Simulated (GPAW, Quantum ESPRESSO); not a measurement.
The Zn K edge of atom 1 in ZnO (zincite, P6_3mc), with 4 O at 1.97 Å (tetrahedral, site symmetry 3m), was computed in 2 ways: full core hole (charged cell) and no core hole. Program and functional: Quantum ESPRESSO XSpectra, PBE, Lorentzian half width 0.83 eV up to 4 eV, rising linearly to 1.75 eV at 25 eV (not a setting of the program: the run's 0.4 eV curve was folded afterwards with a further Lorentzian); cells of 4 and 32 atoms (the run without a hole in the smaller).

Each run is counted from its own lowest empty level or Fermi level and scaled to a mean of 1 over its first 20 eV. (XSpectra's own axis starts at xe0, in the gap; it has been shifted.)

```csv
E (eV),run 1,run 2
-2.0,0.06,0.07
-1.4,0.07,0.08
-0.8,0.07,0.09
-0.2,0.08,0.10
0.4,0.09,0.12
1.0,0.11,0.14
1.6,0.13,0.18
2.2,0.15,0.24
2.8,0.19,0.33
3.4,0.25,0.47
4.0,0.32,0.67
4.6,0.40,0.87
5.2,0.48,1.01
5.8,0.53,1.10
6.4,0.59,1.18
7.0,0.69,1.27
7.6,0.79,1.30
8.2,0.86,1.35
8.8,0.95,1.47
9.4,1.11,1.62
10.0,1.31,1.73
10.6,1.50,1.75
11.2,1.67,1.71
11.8,1.87,1.61
12.4,2.04,1.43
13.0,2.08,1.27
13.6,1.97,1.16
14.2,1.79,1.08
14.8,1.65,0.99
15.4,1.50,0.89
16.0,1.32,0.83
16.6,1.20,0.81
17.2,1.14,0.82
17.8,1.11,0.84
18.4,1.10,0.88
19.0,1.12,0.95
19.6,1.19,1.02
20.2,1.27,1.07
20.8,1.35,1.11
21.4,1.40,1.12
22.0,1.43,1.10
22.6,1.42,1.06
23.2,1.38,1.02
23.8,1.37,1.00
24.4,1.39,0.97
25.0,1.43,0.94
25.6,1.43,0.91
26.2,1.40,0.87
26.8,1.37,0.85
27.4,1.34,0.85
28.0,1.32,0.85
28.6,1.30,0.86
29.2,1.28,0.86
29.8,1.26,0.85
30.4,1.25,0.83
31.0,1.25,0.82
31.6,1.24,0.79
```

Q: Which run is which?

Run 1: no core hole (area from −2 to 6 eV 1.7, main maxima 12.8 eV (2.09), 22.2 eV (1.43) and 25.3 eV (1.43)). Run 2: full core hole (charged cell) (area from −2 to 6 eV 3.2, main maxima 10.5 eV (1.75) and 21.3 eV (1.12)). With each curve scaled to its own mean, the area from −2 to 6 eV with the hole is 3.2 against 1.7, and the centre of weight from −1 to 20 eV moves by -1.5 eV: the hole pulls the absorber's empty states down.

[Banner, clock and machine lines of the logs are left out without a mark of their own.]

[Logs are printed without paths, hosts, clocks, repeated set-up lines and the standing remarks that a program may print on its own settings, such as how far it seeks lower states.]

[Hosts, paths, dates, database ids (printed as entryN), source tags and the programs' standing remarks are cut or masked in the printed files.]

[Lists of maxima count a maximum above −3 eV only where it reaches 4 % of the highest in the window and stands out from its surroundings by 2 % of it (1.5 % where it reaches 55 %); shoulders and weaker maxima are passed over, and of the rest the first, up to two pre-edge ones and the few strongest are named.]
